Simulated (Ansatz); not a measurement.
# A hypothetical structure for KCuI2F, part 2 of 2

This structure for KCuI2F is made up. Its elements were placed in a known structure type with a cell scaled to their sizes. What cell does the guess relax to, and how far off was it?

Ansatz 0.2.0; DFT, PBEsol, plane-wave PAW, files of the set soft_1, scalar-relativistic, ferromagnetic start, cell and ions relaxed at zero pressure; PAW set soft_1 (the session's first sound run).

So far: Set-up; Relaxing cell and atoms.

## (3) Electronic structure of the relaxed cell

A second self-consistent run takes a narrower smearing and the mesh shown in its input; the bands follow along the standard path of the relaxed lattice.

This step: DFT, PBEsol, plane-wave PAW, files of the set soft_1, scalar-relativistic, no spin, bands and density of states at the relaxed cell; PAW set soft_1 (Ansatz 0.2.0).

The input, input.yaml:

```yaml
crystal:
  lattice:
    - [3.9523649858, -3.9548601184, 0.0]
    - [3.9523649858, 3.9548601184, 0.0]
    - [0.0, 0.0, 3.990389122]
  atoms:
    - { symbol: I, position: [0.0, 0.5, 0.0] }
    - { symbol: I, position: [0.5, 0.0, 0.0] }
    - { symbol: Cu, position: [0.5, 0.5, 0.0] }
    - { symbol: K, position: [0.0, 0.0, 0.5] }
    - { symbol: F, position: [0.5, 0.5, 0.5] }
kpoints:
  mp_grid: { grid: [6, 6, 8] }
  band_path:
    path:
      - [[0.0, 0.0, 0.0], [0.0, 0.5, 0.0], [0.5, 0.5, 0.0], [0.0, 0.0, 0.0], [0.0, 0.0, 0.5], [0.0, 0.5, 0.5], [0.5, 0.5, 0.5], [0.0, 0.0, 0.5]]
      - [[0.0, 0.5, 0.0], [0.0, 0.5, 0.5]]
      - [[0.5, 0.5, 0.0], [0.5, 0.5, 0.5]]
    npoints: 8
scf:
  occupations: { method: fermi_dirac, width: 0.03 }
  n_extra_bands: 9
hamiltonian:
  xc: pbesol
  pseudopotentials: { kind: paw, azcp: { folder: soft_1 }, xc_functional: pbe }
output:
  forces: true
  stress: true
  write_bands: true
  dos: { projected: true }
  write_density: true
  write_potential: true
  elf: true
  volumetric_format: npy
```

Launch:

```
> ansatz run input.yaml --threads 4 --pin off --max-ram 8192MiB --backend cpu --events-out ev --progress --plain --runs-dir out
```

Numbers of over 12 decimals in the logs are rounded to 6 here.

Output:

```text
[...]
Crystal: 5 atoms, lattice volume = 124.748 Å³
Basis set: ecut = 420 eV, 2449 PW (Γ), exchange–correlation on 80×80×54 points (8 copies of the dense FFT grid, shifted against one another)
Bands: 44, of which v1, the nominal top of the filled ones, is band 35 counted from 1 (34 counted from 0)
Symmetry: 8 space group operations
[...]
k-points: 65 of 288
[...]
SCF iter   1: F=—  HF=-23782.820149 eV  |F-HF|=—  |Δ(HF+E_count)|=         —  Δρ=2.47e-1  dr2=8.51e1  ethr=3.10e-3  ⟨swp⟩=9.8  Hψ=14499  notcnv=0
[...]
SCF iter  12: F=-23772.226909 eV  HF=-23772.226909 eV  |F-HF|=9.48e-9  |Δ(HF+E_count)|=   1.45e-8  Δρ=2.96e-6  dr2=7.75e-9  ethr=1.45e-10  ⟨swp⟩=20.0  Hψ=23414  notcnv=0
SCF 1 converged in 12 iterations: F = -23772.226909 eV  dr2 = 7.75e-9
[...]
NSCF: frozen V_eff on 75 k-points
SCF converged after 12 iterations
Free energy (F): -23772.226909 eV
[...]
Internal energy: -23772.221101 eV  (E = F + TS)
E sigma→0 (E₀):  -23772.224005 eV
Entropy (-TS):   -0.005809 eV (-1.162 meV/atom)
Fermi energy:    6.622900 eV
[...]
--- Stress (GPa, compression-positive) ---
       -0.284880       0.000000       0.000000
        0.000000      -0.292446      -0.000000
        0.000000      -0.000000       0.701300
  P = ⅓ Tr σ = 0.0413 GPa (0.413 kbar)
--- Band table (eV; the first three rows and the last of 65) ---
  k-point 0: bands = [... 31 lower, 5.7567, 5.7618, 6.1117, 6.5707, 8.4508, 10.3605, 11.6632, 11.7085, ... 5 higher]
  k-point 1: bands = [... 31 lower, 5.6494, 5.7554, 5.7605, 6.1599, 8.7761, 10.5857, 11.8307, 12.3829, ... 5 higher]
  k-point 2: bands = [... 31 lower, 5.2253, 5.3515, 5.7418, 5.7470, 9.6000, 11.1940, 12.1958, 13.4303, ... 5 higher]
  k-point 64: bands = [... 31 lower, 5.3907, 6.3800, 7.1197, 7.3569, 10.8329, 11.0160, 12.0368, 12.0422, ... 5 higher]
```

It took 10 s on 4 threads of Arm Neoverse V2, shared host; peak memory 0.65 GiB.

Numbers from this step:

```
free energy             : -23772.2269 eV
energy at zero smearing : -23772.2240 eV
smearing term TS        : 0.005809 eV
Fermi energy            : 6.623 eV
pressure                : 0.04132 GPa
```

bands.tsv at the labelled points (eV, zero at the Fermi level; the bands that come nearest the Fermi level along the path):

| point | band 32 | band 33 | band 34 | band 35 | band 36 | band 37 | band 38 | band 39 |
| --- | --- | --- | --- | --- | --- | --- | --- | --- |
| Γ | -0.87 | -0.86 | -0.51 | -0.05 | 1.83 | 3.74 | 5.04 | 5.09 |
| X | -1.33 | -1.04 | -0.41 | -0.16 | 4.68 | 5.15 | 5.76 | 6.63 |
| M | -0.66 | -0.26 | -0.26 | 0.54 | 5.58 | 5.59 | 6.34 | 6.51 |
| Γ | -0.87 | -0.86 | -0.51 | -0.05 | 1.83 | 3.74 | 5.04 | 5.09 |
| Z | -1.23 | -1.23 | -0.96 | -0.96 | 4.37 | 5.77 | 6.42 | 6.42 |
| R | -1.38 | -1.23 | -1.23 | 0.53 | 5.58 | 5.88 | 6.14 | 6.25 |
| A | -1.23 | -0.24 | 0.50 | 0.73 | 4.21 | 4.39 | 5.41 | 5.42 |
| Z | -1.23 | -1.23 | -0.96 | -0.96 | 4.37 | 5.77 | 6.42 | 6.42 |
| X | -1.33 | -1.04 | -0.41 | -0.16 | 4.68 | 5.15 | 5.76 | 6.63 |
| R | -1.38 | -1.23 | -1.23 | 0.53 | 5.58 | 5.88 | 6.14 | 6.25 |
| M | -0.66 | -0.26 | -0.26 | 0.54 | 5.58 | 5.59 | 6.34 | 6.51 |
| A | -1.23 | -0.24 | 0.50 | 0.73 | 4.21 | 4.39 | 5.41 | 5.42 |

ELF in the ac plane of the cell as run, not the conventional one, at fractional y = 0.500, with atoms of I and Cu and F within 0.2 Å of it. It is the smooth field of the valence electrons, not physical close to the nuclei.

Values, 10 rows by 15 columns, each cell a mean:
```
0.29 0.32 0.55 0.59 0.27 0.15 0.19 0.44 0.31 0.16 0.17 0.43 0.62 0.45 0.27
0.45 0.56 0.66 0.53 0.20 0.11 0.12 0.12 0.12 0.12 0.13 0.34 0.64 0.63 0.49
0.75 0.75 0.66 0.31 0.08 0.11 0.22 0.31 0.28 0.17 0.08 0.15 0.49 0.73 0.75
0.61 0.54 0.31 0.08 0.09 0.41 0.72 0.75 0.75 0.62 0.23 0.05 0.16 0.44 0.59
0.11 0.09 0.05 0.03 0.18 0.65 0.80 0.57 0.70 0.79 0.43 0.06 0.03 0.07 0.11
0.31 0.25 0.12 0.04 0.14 0.58 0.79 0.68 0.74 0.74 0.35 0.05 0.06 0.19 0.29
0.77 0.73 0.53 0.17 0.06 0.23 0.51 0.62 0.59 0.39 0.12 0.07 0.32 0.65 0.76
0.63 0.68 0.69 0.44 0.14 0.09 0.11 0.12 0.11 0.10 0.09 0.25 0.60 0.70 0.66
0.29 0.42 0.60 0.57 0.25 0.14 0.15 0.20 0.17 0.15 0.15 0.40 0.63 0.53 0.34
0.44 0.29 0.52 0.59 0.28 0.15 0.22 0.69 0.46 0.16 0.17 0.45 0.60 0.40 0.29
```
Columns run along a (5.6 Å), rows up along c (4.0 Å). Atoms in or near the plane, at fractional coordinates: I at (0.00, 0.00), Cu at (0.50, 0.00), F at (0.50, 0.50).

Valence density in the ac plane of the cell as run, not the conventional one, at fractional y = 0.500, with atoms of I and Cu and F within 0.2 Å of it. It is the smooth field of the valence electrons, not physical close to the nuclei.

Values in e/Å³, 10 rows by 15 columns, each cell a mean:
```
11  6  1  0  0  1  6 28 17  2  0  0  1  2  9
 3  1  1  0  0  0  1  2  2  0  0  0  0  1  2
 1  0  0  0  0  0  0  1  1  0  0  0  0  0  0
 0  0  0  0  0  0  1  3  3  1  0  0  0  0  0
 0  0  0  0  0  1  4 12  8  2  0  0  0  0  0
 0  0  0  0  0  0  3  8  5  1  0  0  0  0  0
 0  0  0  0  0  0  1  1  1  0  0  0  0  0  0
 1  1  0  0  0  0  0  1  1  0  0  0  0  0  1
 7  3  1  0  0  0  2  8  6  1  0  0  0  1  5
13  8  1  0  0  1 10 54 31  4  0  0  1  3 11
```
Columns run along a (5.6 Å), rows up along c (4.0 Å). Atoms in or near the plane, at fractional coordinates: I at (0.00, 0.00), Cu at (0.50, 0.00), F at (0.50, 0.50).

Electrostatic potential energy in the ac plane of the cell as run, not the conventional one, at fractional y = 0.500, with atoms of I and Cu and F within 0.2 Å of it. With pseudopotentials it is smooth inside the atoms' cores, unlike the true potential.

Ten even steps from '0' (-53 eV) to '9' (13 eV), each cell a mean:
```
744897200489736
347998645799853
789999988999988
999999745999999
999999412799999
999999523799999
999999978999999
468999877899975
435898412689744
954886100388637
```
Columns run along a (5.6 Å; values clipped at the 3rd and 97th percentile), rows up along c (4.0 Å). Atoms in or near the plane, at fractional coordinates: I at (0.00, 0.00), Cu at (0.50, 0.00), F at (0.50, 0.50).

## (4) Summary of results

```
space group, relaxed : P4/mmm
conventional cell    : a = 5.591, b = 5.591, c = 3.990 Å; α = 90.0°, β = 90.0°, γ = 90.0°
volume per atom      : 24.95 Å³ (guess 28.31)
total moment         : 0.00 μB in the cell of 5 atoms
```

In words: KCuI2F relaxes to P4/mmm with a = 5.591, b = 5.591 and c = 3.990 Å. The guessed volume was 13 % too large. The symmetry rose from Cmmm to P4/mmm, so the distortion of the structure type doesn't survive with these elements. The moments died out from this one start and weren't seeded again at the relaxed cell. Bands cross the Fermi level, so it is a metal or semimetal at this level. The electron count is odd, which forces that without spin polarisation or a larger cell. On the 6×6×8 mesh with the narrower smearing (relaxed on 5×5×6) the forces vanish, as symmetry may demand, and the largest stress component is 0.701 GPa, against the relaxation's thresholds of 0.015 eV/Å and 0.05 GPa. The cutoff wasn't tested. A vector of the cell changed its length by 20 %, so the starting arrangement is largely lost and the mesh was laid for another shape. Spin-orbit coupling is left out, which can matter for elements this heavy. No dispersion term is used, so weakly bound directions may come out too long. Nothing here tests whether the compound is stable against decomposition.

[Logs are printed without paths, hosts, clocks, repeated set-up lines and the standing remarks that a program may print on its own settings, such as how far it seeks lower states.]

[Hosts, paths, dates, database ids (printed as entryN), source tags and the programs' standing remarks are cut or masked in the printed files.]
